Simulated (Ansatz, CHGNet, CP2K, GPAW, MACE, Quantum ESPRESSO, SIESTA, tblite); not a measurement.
# CP2K on random packing of C68N32 (at. %) (79 atoms): settings against a plane-wave reference

Aim: run random packing of C68N32 (at. %) (79 atoms) in CP2K and see how near its forces come to a plane-wave reference, and at what cost.

Program: CP2K 2026.2. Level of theory: the method is named at each step. Results are calculated unless marked as measured.

### 1. Starting point

The cell holds 79 atoms: 54 C and 25 N. Cell: a = 8.889 Å, b = 8.889 Å, c = 8.889 Å, α = 90.0°, β = 90.0°, γ = 90.0°. 79 atoms (54 C, 25 N) packed at random in a cube at 2.36 g/cm³ and pushed apart as soft spheres; a start for melting by ab initio MD, not an equilibrated structure. Then every atom was moved at random, 0.02 Å r.m.s. a Cartesian component.

The yardstick, on the same geometry:

| Quantity | Value |
| --- | --- |
| method | Kohn-Sham DFT, PBE, SSSP efficiency 1.3.0 pseudopotentials, plane waves (Quantum ESPRESSO 7.5); sssp-pbe-1.3.0-efficiency, cutoffs 60/480 Ry, Γ point |
| r.m.s. force component | 1.953 eV/Å |
| longest force | 5.878 eV/Å |
| pressure | -24.14 GPa |
| time | 2.8 min on 2 MPI ranks of Arm Neoverse V2, shared host |
| CPU time | 5.6 min |

### 2. PBE, DZVP-MOLOPT-SR, 600/50 Ry, diagonalisation

Method: Kohn-Sham DFT, PBE, GTH-PBE pseudopotentials, Gaussian and plane waves, DZVP-MOLOPT-SR-GTH, diagonalisation.

The input, input.inp:

```
&GLOBAL
  PROJECT cell
  RUN_TYPE ENERGY_FORCE
  PRINT_LEVEL LOW
&END GLOBAL
&FORCE_EVAL
  METHOD QS
  STRESS_TENSOR ANALYTICAL
  &DFT
    BASIS_SET_FILE_NAME BASIS_MOLOPT
    POTENTIAL_FILE_NAME GTH_POTENTIALS
    &MGRID
      CUTOFF 600
      REL_CUTOFF 50
      NGRIDS 5
    &END MGRID
    &QS
      EPS_DEFAULT 1.0E-12
    &END QS
    &SCF
      SCF_GUESS ATOMIC
      EPS_SCF 1.0E-06
      MAX_SCF 200
      ADDED_MOS 36
      &DIAGONALIZATION
        ALGORITHM STANDARD
      &END DIAGONALIZATION
      &SMEAR ON
        METHOD FERMI_DIRAC
        ELECTRONIC_TEMPERATURE [K] 580
      &END SMEAR
      &MIXING
        METHOD BROYDEN_MIXING
        ALPHA 0.15
        NBROYDEN 8
      &END MIXING
      &PRINT
        &RESTART OFF
        &END RESTART
      &END PRINT
    &END SCF
    &XC
      &XC_FUNCTIONAL PBE
      &END XC_FUNCTIONAL
    &END XC
    &PRINT
      &MULLIKEN ON
      &END MULLIKEN
      &LOWDIN ON
      &END LOWDIN
      &HIRSHFELD ON
      &END HIRSHFELD
      &MO ON
        EIGENVALUES T
        OCCUPATION_NUMBERS T
        MO_INDEX_RANGE 160 183
        &EACH
          QS_SCF 0
        &END EACH
        ADD_LAST NUMERIC
      &END MO
    &END PRINT
  &END DFT
  &SUBSYS
    &CELL
      A 8.88940 0.00000 0.00000
      B 0.00000 8.88940 0.00000
      C 0.00000 0.00000 8.88940
    &END CELL
    &COORD
      C 6.41130 3.03377 0.78040
      C 3.94609 6.73754 4.55440
      C 4.69014 2.06003 4.14513
      C 4.95148 4.55920 0.74422
      C 2.93697 0.59675 2.55464
      C 7.22477 0.97641 8.68299
      C 6.07475 8.27541 6.19636
      C 0.79951 6.87462 5.90025
      C 1.21323 1.92055 8.25016
      C 0.97659 2.64904 1.10904
      C 5.06687 6.28232 5.74113
      C 1.08815 5.23532 5.90007
      C 0.70706 7.15472 1.91735
      C 3.41477 0.24366 4.35758
      C 7.44718 1.94509 5.84016
      C 1.40719 8.59045 8.82877
      C 4.57057 0.35389 1.14104
      C 0.60395 2.01860 2.70149
      C 2.20742 4.24540 3.53140
      C 1.10282 3.73577 4.85601
      C 1.57618 5.64832 1.23429
      C 7.46336 2.79003 2.32084
      C 7.21864 0.22081 4.97406
      C 5.85998 2.49428 5.65668
      C 7.44852 5.24252 4.92739
      C 5.06020 2.34342 7.47545
      C 7.29411 7.77485 1.62907
      C 6.46686 1.01721 1.30541
      C 3.44322 2.01345 1.37403
      C 2.78043 5.85598 5.95270
      C 8.73552 5.90318 8.85651
      C 4.78356 7.63635 0.38776
      C 7.14005 6.93267 6.17662
      C 7.26993 4.08326 7.01729
      C 1.77352 6.68518 8.65525
      C 0.62341 3.57976 6.77452
      C 1.62738 7.27002 3.46820
      C 6.96084 5.76069 8.73277
      C 6.12142 0.62306 3.79364
      C 4.43083 3.99481 2.57464
      C 6.37717 7.87432 3.28472
      C 8.33852 4.01490 5.57054
      C 3.65185 7.28700 1.72214
      C 8.88593 4.95051 4.04272
      C 3.83853 4.59689 5.00811
      C 7.29953 1.88162 3.78004
      C 7.36913 2.39925 7.70729
      C 5.06651 4.76276 7.68089
      C 2.79305 2.54877 7.31927
      C 2.88861 8.36804 6.86119
      C 6.38099 4.60800 2.30004
      C 2.87661 1.05144 8.17949
      C 3.27894 5.43009 1.21607
      C 5.77820 0.95792 6.70110
      N 2.25044 7.68284 5.14163
      N 2.46139 2.89430 5.70193
[... 19 atom lines left out ...]
      N 1.88731 4.16362 1.85895
      N 6.41477 6.17324 3.62901
      N 5.93919 3.28019 3.77017
      N 0.45460 2.31587 5.60521
    &END COORD
    &KIND C
      BASIS_SET DZVP-MOLOPT-SR-GTH-q4
      POTENTIAL GTH-PBE-q4
    &END KIND
    &KIND N
      BASIS_SET DZVP-MOLOPT-SR-GTH-q5
      POTENTIAL GTH-PBE-q5
    &END KIND
  &END SUBSYS
  &PRINT
    &FORCES ON
    &END FORCES
    &STRESS_TENSOR ON
    &END STRESS_TENSOR
  &END PRINT
&END FORCE_EVAL
```

Command:

```sh
OMP_NUM_THREADS=1 mpirun -np 4 cp2k.psmp -i input.inp > output.txt
```

Numbers of over 12 decimals in the logs are rounded to 6 here.

The program printed:

```text
CP2K| version string:                                       CP2K version 2026.2
 CP2K| Input file name                                                 input.inp
 GLOBAL| Basis set file name                                        BASIS_MOLOPT
 GLOBAL| Potential file name                                      GTH_POTENTIALS
 GLOBAL| Run type                                                   ENERGY_FORCE
 GLOBAL| Total number of message passing processes                             4
 GLOBAL| Number of threads for this process                                    1
 TOTAL NUMBERS AND MAXIMUM NUMBERS
  Total number of            - Atomic kinds:                                   2
                             - Atoms:                                         79
                             - Shell sets:                                    79
                             - Shells:                                       395
                             - Primitive Cartesian functions:                395
                             - Cartesian basis functions:                   1106
                             - Spherical basis functions:                   1027
  Maximum angular momentum of- Orbital basis functions:                        2
                             - Local part of the GTH pseudopotential:          2
                             - Non-local part of the GTH pseudopotential:      0
 SCF PARAMETERS         Density guess:                                    ATOMIC
                        max_scf:                                             200
                        eps_scf:                                        1.00E-06
                        added MOs                                        36    0
                        Mixing method:                            BROYDEN_MIXING
                                                charge density mixing in g-space
                        Smear method:                                FERMI_DIRAC
                        Electronic temperature [K]:                        580.0
                        Electronic temperature [a.u.]:                  1.84E-03
                        Accuracy threshold:                             1.00E-10
 Extrapolation method: initial_guess
 Number of electrons:                                                        341
 Number of occupied orbitals:                                                171
 Number of molecular orbitals:                                               207
 Number of orbital functions:                                               1027
 Number of independent orbital functions:                                   1027
 SCF WAVEFUNCTION OPTIMIZATION
  Step     Update method      Time    Convergence         Total energy    Change
     1 NoMix/Diag. 0.15E+00    2.5     0.78733390      -545.4364622903 -5.45E+02
     2 Broy./Diag. 0.15E+00    3.3     0.75886202      -540.4059052418  5.03E+00
     3 Broy./Diag. 0.15E+00    3.3     0.21332929      -552.6772888801 -1.23E+01
     4 Broy./Diag. 0.15E+00    3.3     0.13798648      -552.2756218764  4.02E-01
[...]
26 Broy./Diag. 0.15E+00    3.7     0.00000182      -545.7672641791 -2.95E-05
    27 Broy./Diag. 0.15E+00    3.8     0.00000094      -545.7672908320 -2.67E-05
  *** SCF run converged in    27 steps ***
  Electronic density on regular grids:       -340.9999999999        0.0000000001
  Core density on regular grids:              340.9999999998       -0.0000000002
  Total charge density on r-space grids:       -0.0000000002
  Total charge density g-space grids:          -0.0000000002
  Overlap energy of the core charge distribution:               2.10177e-09
  Self energy of the core charge distribution:              -1341.355899
  Core Hamiltonian energy:                                    373.108797
  Hartree energy:                                             568.433337
  Exchange-correlation energy:                               -145.940796
  Electronic entropic energy:                                  -0.012730
  Fermi energy:                                                 0.210036
  Total energy:                                              -545.767291
  Total energy (extrapolated to T->0):                       -545.760926
 MO| EIGENVALUES AND OCCUPATION NUMBERS
 MO|
 MO|  Index      Eigenvalue [a.u.]        Eigenvalue [eV]             Occupation
 MO|    160               0.182124               4.955853               1.999999
 MO|    161               0.186181               5.066244               1.999995
 MO|    162               0.188105               5.118594               1.999987
[...]
MO|    182               0.233225               6.346382               0.000007
 MO|    183               0.235647               6.412277               0.000002
 MO| Sum:                                                             341.000000
 MO| E(Fermi):            0.210036 a.u.          5.715362 eV
 !-----------------------------------------------------------------------------!
                     Mulliken Population Analysis
 #  Atom  Element  Kind  Atomic population                           Net charge
       1     C        1          3.939994                              0.060006
       2     C        1          3.952068                              0.047932
       3     C        1          3.911406                              0.088594
[...]
# Total charge                            341.000000                  0.000000
 !-----------------------------------------------------------------------------!
 !-----------------------------------------------------------------------------!
                           Hirshfeld Charges
  #Atom  Element  Kind  Ref Charge     Population                    Net charge
      1       C      1       4.000          3.997                         0.003
      2       C      1       4.000          3.904                         0.096
      3       C      1       4.000          3.940                         0.060
[...]
78       N      2       5.000          5.260                        -0.260
     79       N      2       5.000          5.159                        -0.159
  Total Charge                                                           -0.000
 !-----------------------------------------------------------------------------!
 LOWDIN POPULATION ANALYSIS
 #  Atom  Element  Kind  Atomic population                           Net charge
[...]
78     N        2          4.870588                              0.129412
      79     N        2          4.805501                              0.194499
 # Total charge                            341.000000                  0.000000
 ENERGY| Total FORCE_EVAL ( QS ) energy [hartree]           -545.767322
 FORCES| Atomic forces [hartree/bohr]
 FORCES|   Atom     x               y               z               |f|
 FORCES|      1  1.82566987E-02 -4.07719356E-02  5.14892828E-02   6.81674704E-02
 FORCES|      2  3.00587526E-02 -4.07951179E-02  4.72706905E-02   6.92985457E-02
 FORCES|      3  1.04058201E-01 -1.38568053E-02  3.12623076E-02   1.09532882E-01
[...]
FORCES|     78 -4.20421452E-02 -1.66407279E-02 -5.23214235E-03   4.55173716E-02
 FORCES|     79 -5.30764799E-03  5.77749922E-02  2.98494696E-02   6.52465454E-02
 FORCES| Sum     2.19233571E-04 -1.24519898E-04 -2.83881565E-05
 FORCES| Total atomic force                                       2.53721207E-04
 STRESS| Analytical stress tensor [bar]
 STRESS|                        x                   y                   z
 STRESS|      x       -2.10790829555E+05   3.30308618176E+03   1.66954791270E+04
 STRESS|      y        3.30308618176E+03  -3.03915846633E+05   1.11238626020E+04
 STRESS|      z        1.66954791270E+04   1.11238626020E+04  -2.30262433190E+05
 STRESS| 1/3 Trace                                            -2.48323036459E+05
```

Elapsed: 1.8 min, on 4 MPI ranks of Arm Neoverse V2, shared host; peak memory 2.6 GiB.

Banners, paths, timers and routine set-up lines are dropped from the logs unmarked, and long logs keep their key lines alone; longer cuts are marked.

Against the reference:

```yaml
r_m_s_force_component: 2.017 eV/Å
r_m_s_difference_of_force_components: 101.4 meV/Å
longest_difference_of_force_vectors: 327.9 meV/Å
force_difference_over_r_m_s_force: 5.194 %
slope_of_forces_against_the_reference_s: 1.032
correlation_of_force_components: 0.9992
pressure: -24.83 GPa
pressure_difference: -0.6946 GPa
```

Length of the force difference by element (eV/Å):

| element | atoms | mean | most |
| --- | --- | --- | --- |
| C | 54 | 0.18 | 0.33 |
| N | 25 | 0.11 | 0.22 |

Local excerpt of 9 atoms (numbers count through the whole input) about N64, picked at random; x, y, z are measured from there.

| atom | x | y | z | distance (Å) | Mulliken charge (e) | Fx | Fy | Fz (eV/Å) |
| --- | --- | --- | --- | --- | --- | --- | --- | --- |
| N64 | 0.00 | 0.00 | 0.00 | 0.00 | -0.08 | 2.61 | -2.56 | 1.85 |
| C8 | 1.10 | 0.27 | 1.28 | 1.71 | 0.09 | -1.56 | 1.27 | -2.82 |
| C44 | 0.30 | -1.66 | -0.58 | 1.78 | 0.09 | -1.91 | 1.25 | 1.06 |
| C25 | -1.14 | -1.37 | 0.31 | 1.80 | 0.04 | 2.96 | 0.32 | -2.66 |
| N66 | -0.26 | 0.98 | -1.58 | 1.88 | -0.06 | -1.21 | 2.26 | -2.46 |
| C33 | -1.45 | 0.32 | 1.56 | 2.15 | 0.09 | -3.86 | 0.70 | 0.20 |
| C12 | 1.39 | -1.37 | 1.28 | 2.34 | 0.02 | 4.34 | 0.64 | 1.99 |
| C37 | 1.93 | 0.66 | -1.15 | 2.35 | 0.19 | 0.06 | 0.20 | -1.54 |
| N77 | -2.17 | -0.43 | -0.99 | 2.43 | -0.14 | -2.03 | 1.37 | -0.56 |

Forces lie 5.2 % from the reference's, at 1.3 times its CPU time (on 4 against 2 cores).

### 3. PBE, TZVP-UZH, 600/50 Ry, diagonalisation

Method: Kohn-Sham DFT, PBE, GTH-PBE pseudopotentials, Gaussian and plane waves, TZVP-MOLOPT (UZH set), diagonalisation.

Changes to input.inp since step 2:

```diff
@@ -9,4 +9,4 @@
   &DFT
-    BASIS_SET_FILE_NAME BASIS_MOLOPT
-    POTENTIAL_FILE_NAME GTH_POTENTIALS
+    BASIS_SET_FILE_NAME BASIS_MOLOPT_UZH
+    POTENTIAL_FILE_NAME POTENTIAL_UZH
     &MGRID
@@ -50,4 +50,2 @@
       &END LOWDIN
-      &HIRSHFELD ON
-      &END HIRSHFELD
       &MO ON
@@ -73,3 +71,3 @@
     &KIND C
-      BASIS_SET DZVP-MOLOPT-SR-GTH-q4
+      BASIS_SET TZVP-MOLOPT-PBE-GTH-q4
       POTENTIAL GTH-PBE-q4
@@ -77,3 +75,3 @@
     &KIND N
-      BASIS_SET DZVP-MOLOPT-SR-GTH-q5
+      BASIS_SET TZVP-MOLOPT-PBE-GTH-q5
       POTENTIAL GTH-PBE-q5
```

The program printed:

```text
CP2K| version string:                                       CP2K version 2026.2
 CP2K| Input file name                                                 input.inp
 GLOBAL| Basis set file name                                    BASIS_MOLOPT_UZH
 GLOBAL| Potential file name                                       POTENTIAL_UZH
 GLOBAL| Run type                                                   ENERGY_FORCE
 GLOBAL| Total number of message passing processes                             4
 GLOBAL| Number of threads for this process                                    1
 TOTAL NUMBERS AND MAXIMUM NUMBERS
  Total number of            - Atomic kinds:                                   2
                             - Atoms:                                         79
[... lines left out ...]
                        Smear method:                                FERMI_DIRAC
[... lines left out ...]
 Number of electrons:                                                        341
[... lines left out ...]
  Step     Update method      Time    Convergence         Total energy    Change
[... lines left out ...]
  *** SCF run converged in    27 steps ***
[... lines left out ...]
  Fermi energy:                                                 0.207162
  Total energy:                                              -545.853412
  Total energy (extrapolated to T->0):                       -545.846989
[... lines left out ...]
 MO| E(Fermi):            0.207162 a.u.          5.637159 eV
[... lines left out ...]
       1     C        1          3.969663                              0.030337
       2     C        1          3.884947                              0.115053
       3     C        1          3.860009                              0.139991
[...]
# Total charge                            341.000000                  0.000000
 !-----------------------------------------------------------------------------!
 LOWDIN POPULATION ANALYSIS
 #  Atom  Element  Kind  Atomic population                           Net charge
[...]
78     N        2          5.026170                             -0.026170
      79     N        2          4.917300                              0.082700
 # Total charge                            341.000000                  0.000000
 ENERGY| Total FORCE_EVAL ( QS ) energy [hartree]           -545.853406
 FORCES| Atomic forces [hartree/bohr]
 FORCES|   Atom     x               y               z               |f|
 FORCES|      1  1.74662993E-02 -3.90522113E-02  4.78380510E-02   6.41765218E-02
 FORCES|      2  2.90056039E-02 -3.83176579E-02  4.01765337E-02   6.26396187E-02
 FORCES|      3  9.83609745E-02 -1.18403201E-02  2.86856721E-02   1.03140401E-01
[...]
FORCES|     78 -3.93745651E-02 -1.64770106E-02 -4.69053824E-03   4.29400676E-02
 FORCES|     79 -3.16862975E-03  5.48430237E-02  2.88187567E-02   6.20348145E-02
 FORCES| Sum     2.18936479E-04 -1.30590154E-04 -2.81666386E-05
 FORCES| Total atomic force                                       2.56476763E-04
 STRESS| Analytical stress tensor [bar]
 STRESS|                        x                   y                   z
 STRESS|      x       -1.80195148766E+05   1.52222851266E+03   1.47510477977E+04
 STRESS|      y        1.52222851266E+03  -2.70289474214E+05   9.95544934150E+03
 STRESS|      z        1.47510477977E+04   9.95544934150E+03  -1.99390769713E+05
 STRESS| 1/3 Trace                                            -2.16625130898E+05
```

It took 2 min on 4 MPI ranks; peak memory 2.8 GiB; 7.8 min of CPU time.

Against the reference:

| Property | Result |
| --- | --- |
| r.m.s. force component | 1.933 eV/Å |
| r.m.s. difference of force components | 88.83 meV/Å |
| longest difference of force vectors | 354.9 meV/Å |
| force difference over r.m.s. force | 4.548 % |
| slope of forces against the reference's | 0.9884 |
| correlation of force components | 0.999 |
| pressure | -21.66 GPa |
| pressure difference | 2.475 GPa |

Against the first run (5.2 %), the force difference from the reference is 4.5 %, at 1.1 times the CPU time, with 1343 basis functions against 1027; this set comes with other potentials too, so the change isn't the basis's alone.

(Part 1 of 3 ends here.)

[Also dropped from logs without a mark: logging warnings of Python, and SIESTA's first energy breakdown and zero terms.]

[Logs are printed without paths, hosts, clocks, repeated set-up lines and the standing remarks that a program may print on its own settings, such as how far it seeks lower states.]

[Hosts, paths, dates, database ids (printed as entryN), source tags and the programs' standing remarks are cut or masked in the printed files.]
